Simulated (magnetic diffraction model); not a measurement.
# La2Co3Si3Ge2: what an assumed order does to the neutron pattern

Space group C2/c (no. 15), a = 11.2580 Å, b = 12.0530 Å, c = 5.6770 Å, β = 119.97°.

| site | atom | x | y | z |
| --- | --- | --- | --- | --- |
| 8f | La | 0.7354 | 0.8595 | 0.2372 |
| 8f | Ge | 0.1592 | 0.0939 | 0.1641 |
| 4e | Co | 1/2 | 0.4940 | 1/4 |
| 8f | Co | 0.3997 | 0.1354 | 0.3870 |
| 4e | Si | 1/2 | 0.7305 | 1/4 |
| 4e | Si | 1/2 | 0.9956 | 1/4 |
| 4e | Si | 1/2 | 0.2770 | 1/4 |

This is a made-up structure (elements placed in a structure type, unrelaxed), so the numbers test the method and describe no known phase.

Only Co is taken to order (form factors of Co2+); orders and moment sizes are assumed, and not adapted to the symmetry. Radiation: neutrons of λ = 1.8 Å, 8° to 35°; isotropic B of 0.36 Å² (La), 0.39 Å² (Ge), 0.44 Å² (Co) and 0.45 Å² (Si). The intensities are simulated: I ∝ L Σ (|F_N|² + |F_M⊥|²) for unpolarised neutrons, with F_M = 2.695 fm/μB × Σ f(s) S exp(2πi Q·r) exp(−B s²) at Q = H ± k (one set where k and −k are equivalent), only the part normal to Q counting and L = 1/(sin²θ cos θ). For collinear order S is the moment m, which repeats by lattice and centring translations R with the sign exp(−2πi k·R). Form factors are spin-only for 3d ions and dipole or tabulated for f ions, scattering lengths are Sears's of 1992, and absorption is left out. A label names one of the reflections at its angle. The strongest nuclear line in the range is 100, and lines under 0.2 are left out.

Assume the order k = (0 0 0), collinear moments along [001], 2.23 μB on Co; signs + at (1/2, 0.4940, 1/4), − at (1/2, 0.5060, 3/4), − at (0.3997, 0.1354, 0.3870), − at (0.6003, 0.1354, 0.1130), + at (0.6003, 0.8646, 0.6130), + at (0.3997, 0.8646, 0.8870).

Q: Where does magnetic intensity appear, and how strong is it?

```tsv
2θ (°)	index	nuclear	magnetic
13.63	(1 1 0)	40.2	172.2
17.18	(0 2 0)	1.4	159.4
20.18	(1 1 -1)	0.1	11.6
21.09	(0 0 1)	0.0	0.5
21.19	(2 0 -1)	0.0	25.1
21.27	(2 0 0)	33.6	0.0
27.32	(0 2 1)	0.5	19.0
27.41	(2 2 -1)	0.1	10.3
27.47	(2 2 0)	0.9	11.6
28.04	(1 3 0)	4.6	14.7
29.41	(1 1 1)	37.7	66.9
29.56	(3 1 -1)	44.2	0.6
31.86	(1 3 -1)	0.0	8.4
33.33	(3 1 0)	65.7	3.9
34.76	(0 4 0)	100.0	0.9
```

The strongest magnetic line in the range is (1 1 0) at 13.63° (172.2). On top of the Lorentz factor, which all lines share, magnetic lines fade with angle because f falls: for Co2+ it is 0.91, 0.71, 0.49 and 0.18 at sin θ/λ = 0.1, 0.2, 0.3 and 0.5 Å⁻¹, while nuclear lengths stay constant. The order has no net moment.

[Logs are printed without paths, hosts, clocks, repeated set-up lines and the standing remarks that a program may print on its own settings, such as how far it seeks lower states.]
